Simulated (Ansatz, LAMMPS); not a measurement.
# Glassy 72SiO2-6Al2O3-22SrO (mol %) (93 atoms): where an added charge goes, part 3 of 4

Does an extra electron or hole in glassy 72SiO2-6Al2O3-22SrO (mol %) (93 atoms) stay spread out, or do the atoms trap it?

Ansatz 0.2.0; Kohn-Sham DFT, PBE, PAW (set soft_2), plane waves.

The cell: 23 Si, 4 Al, 7 Sr and 59 O. The quench rate of 10 K/ps far exceeds what a furnace or splat quench reaches. The starting topology of bonds comes from the classical model. Only the Γ point is sampled, in a cell whose shortest periodic width is 11 Å.

So far. Step 6 (An extra electron, atoms relaxed): The relaxation converged after 3 steps, 0.00809 eV below its start, with a largest force component of 0.049 eV/Å. Step 6 (An extra electron, atoms relaxed): An extra electron, atoms relaxed: the energy stands 7.49 eV above that of the reference. An odd electron should give 1 μB; this run ended with the carrier shared between both spins.

## 7. An extra electron, levels at the relaxed geometry

A single point at the new geometry gives levels and spin density.

The input, input.yaml:

```yaml
crystal:
  lattice:
    - [11.07404, 0.0, 0.0]
    - [0.0, 11.07404, 0.0]
    - [0.0, 0.0, 11.07404]
  atoms:
    - { symbol: Si, position: [0.13236, 0.55682, 0.60294] }
    - { symbol: Si, position: [0.73408, 0.11726, 0.06935] }
    - { symbol: Si, position: [0.3824, 0.56923, 0.21522] }
    - { symbol: Si, position: [0.46799, 0.4305, 0.591] }
    - { symbol: Si, position: [0.07878, 0.21239, 0.29416] }
    - { symbol: Si, position: [0.86306, 0.60568, 0.50586] }
    [... 81 atom lines left out ...]
    - { symbol: O, position: [0.30041, 0.44036, 0.88092] }
    - { symbol: O, position: [0.28591, 0.08808, 0.48436] }
    - { symbol: O, position: [0.8797, 0.85637, 0.18481] }
    - { symbol: O, position: [0.10581, 0.25632, 0.91829] }
    - { symbol: O, position: [0.74345, 0.47378, 0.87496] }
    - { symbol: O, position: [0.12085, 0.44565, 0.69869] }
total_charge: -1
kpoints:
  mp_grid: { grid: [1, 1, 1] }
hamiltonian:
  xc: pbe
scf:
  occupations: { method: fermi_dirac, width: 0.01 }
  lower_state_search: "off"
output:
  forces: true
  stress: true
  populations: true
  dos:
    method: { smearing: { sigma: 0.1 } }
    de: 0.1
    projected: { site_lists: { Al: [Al], O: [O], Si: [Si], Sr: [Sr] } }
  eigenvalues: true
  write_density: true
  write_potential: true
  volumetric_format: npy
magnetization:
  spin_polarized: true
  initial_magnetization: 1
```

Run with:

```console
> ansatz run input.yaml --threads 4 --pin off --max-ram 8192MiB --backend cpu --events-out ev --progress --plain --runs-dir out
```

Numbers of over 12 decimals in the logs are rounded to 6 here.

The program printed:

```text
[...]
Crystal: 93 atoms, lattice volume = 1358.058 Å³
Basis set: ecut = 420 eV, 26745 PW (Γ), exchange–correlation on 150×150×150 points (8 copies of the dense FFT grid, shifted against one another)
Bands: 358, of which v1, the nominal top of the filled ones, is band 265 counted from 1 (264 counted from 0)
Symmetry: 1 space group operations
[...]
k-points: 1
[...]
Starting moments: Σ|m| = 1 μB on 93 of 93 sites
[...]
SCF iter   1: F=—  HF=-75219.915180 eV  |F-HF|=—  |Δ(HF+E_count)|=         —  Δρ=4.67e-2 (↑4.62e-2 ↓4.67e-2)  dr2=1.61e2  dr2_m=3.86e-2  M=1.000 μB ∫|m|=1.021 μB  β_m=1.00  ethr=3.10e-3  ⟨swp⟩=9.0  Hψ=4064  notcnv=0  defer=120
[...]
SCF iter   2: F=—  HF=-75185.979171 eV  |F-HF|=—  |Δ(HF+E_count)|=         —  Δρ=2.46e-2 (↑2.45e-2 ↓2.46e-2)  dr2=5.82e1  dr2_m=1.66e-3  M=1.000 μB ∫|m|=1.056 μB  β_m=0.30  ethr=3.10e-3  ⟨swp⟩=3.0  Hψ=1326  notcnv=0  defer=172
[...]
SCF iter   8: F=—  HF=-75168.184543 eV  |F-HF|=—  |Δ(HF+E_count)|=   1.79e-2  Δρ=5.02e-4 (↑5.02e-4 ↓4.40e-4)  dr2=6.03e-3  dr2_m=1.23e-3  M=0.771 μB ∫|m|=0.801 μB  β_m=0.30  ethr=3.42e-6  ⟨swp⟩=3.5  Hψ=1107  notcnv=0  defer=172
[...]
SCF iter  10: F=—  HF=-75168.199232 eV  |F-HF|=—  |Δ(HF+E_count)|=   9.62e-3  Δρ=1.06e-4 (↑1.06e-4 ↓9.01e-5)  dr2=4.13e-4  dr2_m=8.63e-5  M=0.550 μB ∫|m|=0.575 μB  β_m=0.82  ethr=7.10e-7  ⟨swp⟩=4.0  Hψ=1113  notcnv=0  defer=172
[...]
SCF iter  18: F=-75168.199226 eV  HF=-75168.199226 eV  |F-HF|=2.63e-8  |Δ(HF+E_count)|=   1.77e-7  Δρ=9.51e-7 (↑9.51e-7 ↓7.68e-7)  dr2=4.18e-8  dr2_m=1.28e-9  M=0.002 μB ∫|m|=0.002 μB  β_m=0.89  ethr=1.89e-11  ⟨swp⟩=21.0  Hψ=7545  notcnv=0
SCF iter  19: F=-75168.199226 eV  HF=-75168.199226 eV  |F-HF|=1.20e-8  |Δ(HF+E_count)|=   4.82e-8  Δρ=7.52e-7 (↑7.21e-7 ↓7.52e-7)  dr2=2.54e-8  dr2_m=3.58e-11  M=0.000 μB ∫|m|=0.000 μB  ethr=7.91e-12  ⟨swp⟩=6.5  Hψ=4411  notcnv=0
[...]
SCF 1 converged in 19 iterations: F = -75168.199226 eV  dr2 = 2.54e-8
[...]
SCF converged after 19 iterations
Magnetization: 0.0003 μB (264.5001 up, 264.4999 down)
Absolute magnetization: 0.0003 μB (∫|ρ↑−ρ↓|, with the PAW one-centre terms)
[...]
Per-site moments (μB) at R_I (Å): [(2.986912793705635e-7, 0.665426), (7.211491170437764e-7, 0.670288), (2.345351231845213e-7, 0.654618), (3.1078124336724754e-7, 0.664882), (6.554808998742981e-7, 0.665643), [...]
Free energy (F): -75168.199226 eV
[...]
Internal energy: -75168.185363 eV  (E = F + TS)
E sigma→0 (E₀):  -75168.192294 eV
Entropy (-TS):   -0.013863 eV (-0.149 meV/atom)
Fermi energy:    7.474472 eV
[...]
Σ components = -75168.199226   (vs F -75168.199226, Δ=0.00e0)
--- Forces (eV/Å), atoms counted from 1 ---
  atom   1  Si     0.00184749     0.01612740     0.01021381
  atom   2  Si     0.01274883    -0.00538258    -0.03702935
  atom   3  Si     0.01553373     0.02205647     0.02077924
  atom   4  Si    -0.00060569     0.05154972     0.01932553
[...]
atom  93  O      0.00817484    -0.01280638    -0.00092076
  max |Σ_I F_I| component: 5.54e-5 eV/Å
--- Stress (GPa, compression-positive) ---
        0.315713      -0.017426       0.342255
       -0.017426      -0.787911       0.560319
        0.342252       0.560315      -2.182011
  P = ⅓ Tr σ = -0.8847 GPa (-8.847 kbar)
--- Band table (eV) ---
[...]
--- Löwdin populations: 93 sites ---
  site symbol       q [e]    m [muB]
     0     Si      2.3406     0.0000
     1     Si      2.3138     0.0000
     2     Si      2.3446     0.0000
[...]
92      O      6.8506     0.0000
  spilling = 0.013055 (of n_electrons = 529.000000)
```

Wall time 53 s (4 threads of Arm Neoverse V2, shared host); peak memory 2.7 GiB.

An extra electron, levels at the relaxed geometry: the energy stands 7.49 eV above that of the reference. An odd electron should give 1 μB; this run ended with the carrier shared between both spins.

The levels nearest the highest filled one (over half full), pooled over k-points and spins:

```csv
level less the highest filled one (eV),occupation
-3.59,1
-3.59,1
0,0.5
0,0.5
1.44,0
1.44,0
1.51,0
1.51,0
```

## 8. Neutral at the geometry of the electron

The neutral cell at the new geometry gives the energy of that geometry without the charge.

The input, input.yaml:

```yaml
crystal:
  lattice:
    - [11.07404, 0.0, 0.0]
    - [0.0, 11.07404, 0.0]
    - [0.0, 0.0, 11.07404]
  atoms:
    [... the 93 atom lines of step 7 ...]
kpoints:
  mp_grid: { grid: [1, 1, 1] }
hamiltonian:
  xc: pbe
scf:
  occupations: { method: fixed }
output:
  forces: true
  stress: true
  populations: true
  dos:
    method: { smearing: { sigma: 0.1 } }
    de: 0.1
    projected: { site_lists: { Al: [Al], O: [O], Si: [Si], Sr: [Sr] } }
  eigenvalues: true
```

The program printed:

```text
[...]
Crystal: 93 atoms, lattice volume = 1358.058 Å³
Basis set: ecut = 420 eV, 26745 PW (Γ), exchange–correlation on 150×150×150 points (8 copies of the dense FFT grid, shifted against one another)
Bands: 357, of which v1, the nominal top of the filled ones, is band 264 counted from 1 (263 counted from 0)
Symmetry: 1 space group operations
[...]
k-points: 1
[...]
SCF iter   1: F=—  HF=-75175.668744 eV  |F-HF|=—  |Δ(HF+E_count)|=         —  Δρ=1.83e-3  dr2=5.20e-2  ethr=1.77e-3  ⟨swp⟩=5.0  Hψ=1416  notcnv=0  defer=90
[...]
SCF iter   9: F=-75175.679943 eV  HF=-75175.679943 eV  |F-HF|=7.89e-9  |Δ(HF+E_count)|=   2.56e-8  Δρ=1.50e-6  dr2=2.80e-8  ethr=1.89e-11  ⟨swp⟩=17.0  Hψ=2812  notcnv=0
SCF 1 converged in 9 iterations: F = -75175.679943 eV  dr2 = 2.80e-8
[...]
SCF converged after 9 iterations
Free energy (F): -75175.679943 eV
[...]
Internal energy: -75175.679943 eV  (E = F + TS)
E sigma→0 (E₀):  -75175.679943 eV
Fermi energy:    3.892193 eV
[...]
--- Forces (eV/Å), atoms counted from 1 ---
  atom   1  Si    -0.02223272    -0.03549176    -0.01659884
  atom   2  Si    -0.00210801     0.09530708     0.04137096
  atom   3  Si    -0.02103460    -0.01444742     0.01872837
  atom   4  Si     0.03715864    -0.04032899     0.02251036
  atom   5  Si    -0.02107008     0.04006716     0.00868551
  atom   6  Si     0.02514801    -0.05092962     0.00917645
  atom   7  Si     0.00334752     0.02298937    -0.00152450
  atom   8  Si     0.00796891     0.00093802     0.02616688
  atom   9  Si    -0.00125717     0.04944018    -0.01580935
  atom  10  Si     0.04396034    -0.03023696    -0.07468681
  atom  11  Si     0.04672991     0.03980589     0.02415061
  atom  12  Si    -0.01992393    -0.03533417    -0.00508735
  atom  13  Si    -0.01496000     0.03148676     0.04247233
  atom  14  Si     0.03781548     0.06035176    -0.05659977
[...]
atom  92  O     -0.00002215     0.02655871     0.02059708
  atom  93  O      0.01218613     0.01549359     0.00390620
  max |Σ_I F_I| component: 1.42e-4 eV/Å
--- Stress (GPa, compression-positive) ---
        0.094375      -0.025136       0.346183
       -0.025137      -1.057390       0.577910
        0.346180       0.577907      -2.472694
  P = ⅓ Tr σ = -1.1452 GPa (-11.452 kbar)
--- Band table (eV) ---
[...]
--- Löwdin populations: 93 sites ---
  site symbol       q [e]
     0     Si      2.3327
     1     Si      2.2996
     2     Si      2.3378
[...]
92      O      6.8474
  spilling = 0.012988 (of n_electrons = 528.000000)
```

Run time: 16 s. Hardware: 4 threads; peak memory 1.7 GiB.

Neutral at the geometry of the electron: the energy stands 0.00666 eV above that of the reference.

## 9. An extra hole, atoms held

The electron count changes by one with the atoms held: a vertical process, on a uniform background, with spin and a narrow Fermi–Dirac smearing. Its energy against the neutral cell hangs on the program's zero of potential.

Edit input.yaml of step 8 so:

```diff
@@ -6,3 +6,4 @@
   atoms:
-    [... the 93 atom lines of step 7 ...]
+    [... the 93 atom lines of step 4 ...]
+total_charge: 1
 kpoints:
@@ -12,3 +13,4 @@
 scf:
-  occupations: { method: fixed }
+  occupations: { method: fermi_dirac, width: 0.01 }
+  lower_state_search: "off"
 output:
@@ -22 +24,7 @@
   eigenvalues: true
+  write_density: true
+  write_potential: true
+  volumetric_format: npy
+magnetization:
+  spin_polarized: true
+  initial_magnetization: 1
```

The program printed:

```text
[...]
Crystal: 93 atoms, lattice volume = 1358.058 Å³
Basis set: ecut = 420 eV, 26745 PW (Γ), exchange–correlation on 150×150×150 points (8 copies of the dense FFT grid, shifted against one another)
Bands: 357, of which v1, the nominal top of the filled ones, is band 264 counted from 1 (263 counted from 0)
Symmetry: 1 space group operations
[...]
k-points: 1
[...]
Starting moments: Σ|m| = 1 μB on 93 of 93 sites
[...]
SCF iter   1: F=—  HF=-75234.856493 eV  |F-HF|=—  |Δ(HF+E_count)|=         —  Δρ=5.02e-2 (↑4.97e-2 ↓5.02e-2)  dr2=1.76e2  dr2_m=3.49e-1  M=1.000 μB ∫|m|=1.047 μB  β_m=1.00  ethr=3.10e-3  ⟨swp⟩=8.0  Hψ=3764  notcnv=0  defer=124
[...]
SCF iter   2: F=—  HF=-75197.286729 eV  |F-HF|=—  |Δ(HF+E_count)|=         —  Δρ=2.75e-2 (↑2.53e-2 ↓2.75e-2)  dr2=5.99e1  dr2_m=3.97e-1  M=0.704 μB ∫|m|=0.849 μB  β_m=0.30  ethr=3.10e-3  ⟨swp⟩=3.0  Hψ=1348  notcnv=0  defer=176
[...]
SCF iter  17: F=—  HF=-75179.169012 eV  |F-HF|=—  |Δ(HF+E_count)|=   1.00e-2  Δρ=4.14e-3 (↑9.45e-4 ↓4.14e-3)  dr2=5.24e-1  dr2_m=4.43e-2  M=1.000 μB ∫|m|=1.106 μB  β_m=0.30  ethr=2.35e-4  ⟨swp⟩=1.5  Hψ=823  notcnv=0  defer=170
[...]
spin-set hold released at iteration 17 (site moments' squared step at or under half its running peak, from the soft ceiling on): the magnetisation degrees of freedom join the quasi-Newton model from the next iteration; the mixer history was flushed
SCF iter  18: F=—  HF=-75179.271569 eV  |F-HF|=—  |Δ(HF+E_count)|=   1.03e-1  Δρ=9.14e-3 (↑9.98e-4 ↓9.14e-3)  dr2=2.13e0  dr2_m=2.28e-1  M=1.000 μB ∫|m|=1.154 μB  β_m=0.16  ethr=9.93e-5  ⟨swp⟩=4.0  Hψ=977  notcnv=0  defer=170  recentre
SCF iter  19: F=—  HF=-75179.192528 eV  |F-HF|=—  |Δ(HF+E_count)|=   7.90e-2  Δρ=1.03e-2 (↑5.62e-4 ↓1.03e-2)  dr2=2.30e0  dr2_m=3.52e-1  M=0.984 μB ∫|m|=1.159 μB  β_m=0.12  ethr=9.93e-5  ⟨swp⟩=2.0  Hψ=865  notcnv=0  defer=170
[...]
SCF iter  41: F=-75179.158358 eV  HF=-75179.158358 eV  |F-HF|=2.71e-9  |Δ(HF+E_count)|=  7.28e-11  Δρ=4.00e-7 (↑8.88e-8 ↓4.00e-7)  dr2=3.39e-9  dr2_m=5.50e-10  M=1.000 μB ∫|m|=1.100 μB  β_m=0.19  ethr=4.57e-12  ⟨swp⟩=5.0  Hψ=2970  notcnv=0
SCF iter  42: F=-75179.158358 eV  HF=-75179.158358 eV  |F-HF|=8.59e-10  |Δ(HF+E_count)|=  1.46e-11  Δρ=2.26e-7 (↑4.78e-8 ↓2.26e-7)  dr2=1.08e-9  dr2_m=1.81e-10  M=1.000 μB ∫|m|=1.100 μB  ethr=1.00e-12  ⟨swp⟩=5.0  Hψ=2750  notcnv=0
SCF 1 converged in 42 iterations: F = -75179.158358 eV  dr2 = 1.08e-9
[...]
SCF converged after 42 iterations
Magnetization: 1.0000 μB (264.0000 up, 263.0000 down)
Absolute magnetization: 1.1003 μB (∫|ρ↑−ρ↓|, with the PAW one-centre terms)
[...]
Per-site moments (μB) at R_I (Å): [(-0.00061434, 0.665613), (-1.7837122209424315e-5, 0.669781), (6.009988775535222e-6, 0.654643), (-6.573297281077599e-5, 0.664921), (2.839799294812314e-6, 0.665229), [...]
Free energy (F): -75179.158358 eV
[...]
Internal energy: -75179.141721 eV  (E = F + TS)
E sigma→0 (E₀):  -75179.150039 eV
Entropy (-TS):   -0.016637 eV (-0.179 meV/atom)
Fermi energy:    3.287467 eV
[...]
Σ components = -75179.158358   (vs F -75179.158358, Δ=0.00e0)
--- Forces (eV/Å), atoms counted from 1 ---
  atom   1  Si    -0.12096200     0.02360807    -0.49006544
  atom   2  Si     0.02699702    -0.22199513     0.06610018
  atom   3  Si    -0.22999242    -0.01859378     0.05334373
  atom   4  Si    -0.05364165    -0.18652110    -0.14916480
[...]
atom  93  O     -0.02003626     0.00819220     0.13481455
  max |Σ_I F_I| component: 3.70e-5 eV/Å
--- Stress (GPa, compression-positive) ---
        0.614600       0.082244       0.315042
        0.082244      -0.360860       0.497079
        0.315039       0.497077      -1.979365
  P = ⅓ Tr σ = -0.5752 GPa (-5.752 kbar)
--- Band table (eV) ---
[...]
--- Löwdin populations: 93 sites ---
  site symbol       q [e]    m [muB]
     0     Si      2.3201    -0.0047
     1     Si      2.2941    -0.0004
     2     Si      2.3308    -0.0004
[...]
92      O      6.8167     0.0622
  spilling = 0.012827 (of n_electrons = 527.000000)
```

Wall time 74 s (4 threads); peak memory 2.7 GiB.

An extra hole, atoms held: the energy stands 3.47 eV below that of the reference, with a moment of 1.00 μB.

The levels nearest the highest filled one (over half full), pooled over k-points and spins:

```csv
level less the highest filled one (eV),occupation
-0.123,1
-0.0992,1
-0.0128,0.886
0,0.683
0.0104,0.431
4.27,0
4.28,0
5.73,0
```

Spin density in the bc plane at fractional x = 0.706, with atoms of Si and Al and Sr and O within 0.2 Å of it.

Values in units of 1e-2 e/Å³, 13 rows by 16 columns, each cell a mean:
```
 0.0  0.0  0.0  0.2  0.1  0.0 -0.1  0.6  0.6  0.0  0.0  0.0  0.0  0.0  0.0  0.0
 0.0  0.0  0.0  0.0  0.0  0.0  0.3  2.2  1.6  0.1  0.0  0.0  0.0  0.0  0.0  0.0
 0.0  0.0  0.0  0.0  0.0  0.0  0.2  0.6  0.0  0.0  0.0  0.0  0.1  0.2  0.0  0.0
 0.1  0.4  0.1  0.0  0.0  0.0  0.0  0.0  0.0  0.0  0.0  0.0  0.0  0.1  0.1  0.0
 0.0  0.0  0.0  0.0  0.0  0.0  0.0  0.0  0.0  0.0  0.0  0.0  0.0  0.0  0.0  0.0
 0.0  0.0  0.0  0.2  0.2  0.0  0.0  0.0  0.0  0.0  0.0  0.0  0.0  0.4  0.5  0.0
 0.0  0.1  0.0  0.0  0.0  0.0  0.0  0.0  0.0  0.0  0.0  0.0  0.0  0.3  0.7  0.0
 0.2  0.8  0.1  0.0  0.1  0.0  0.0  0.0  0.0  0.0  0.0  0.0  0.0  0.0  0.0  0.0
 0.2  0.2  0.0  0.0  0.1  0.1  0.0  0.0  0.0  0.0  0.0  0.0  0.0  0.0  0.2  0.0
 0.0  0.0  0.0  0.0  0.0  0.0  0.0  0.0  0.0  0.0  0.0  0.0  0.0  0.2  0.8  0.2
 0.0  0.0  0.0  0.0  0.0  0.1  0.7  0.5  0.0  0.0  0.0  0.0  0.0  0.0  0.1  0.0
 0.0  0.0  0.0  0.0  0.0  0.0  0.7  9.0  2.1  0.1  0.0  0.0  0.0  0.0  0.0  0.0
 0.0  0.0  0.0  0.1  0.1  0.0  0.0  1.2  0.4  0.0  0.0  0.0  0.0  0.0  0.0  0.0
```
Columns run along b (11.1 Å), rows up along c (11.1 Å). Atoms in or near the plane, at fractional coordinates: Si at (0.35, 0.48), Al at (0.99, 0.83), Sr at (0.67, 0.19), O at (0.84, 0.76), O at (0.07, 0.40).

## 10. An extra hole, atoms relaxed

The atoms now respond to the charge; the energy gained comes from screening by the atoms, from trapping if the charge localises, and from any strain left in the reference.

Input and log are left out; they have the form of those shown for this kind of step.

Elapsed: 4.4 min, on 4 threads of Arm Neoverse V2, shared host; peak memory 2.7 GiB; 17 min of CPU time.

The relaxation converged after 9 steps, 0.188 eV below its start, with a largest force component of 0.046 eV/Å.

An extra hole, atoms relaxed: the energy stands 3.66 eV below that of the reference, with a moment of 1.00 μB.

## 11. An extra hole, levels at the relaxed geometry

A single point at the new geometry gives levels and spin density.

Input and log are left out; they have the form of those shown for this kind of step.

The job ended after 71 s (4 threads of Arm Neoverse V2, shared host; peak memory 2.7 GiB; 4.7 min of CPU time).

An extra hole, levels at the relaxed geometry: the energy stands 3.66 eV below that of the reference, with a moment of 1.00 μB.

(Part 3 of 4 ends here.)

[Logs are printed without paths, hosts, clocks, repeated set-up lines and the standing remarks that a program may print on its own settings, such as how far it seeks lower states.]

[Hosts, paths, dates, database ids (printed as entryN), source tags and the programs' standing remarks are cut or masked in the printed files.]
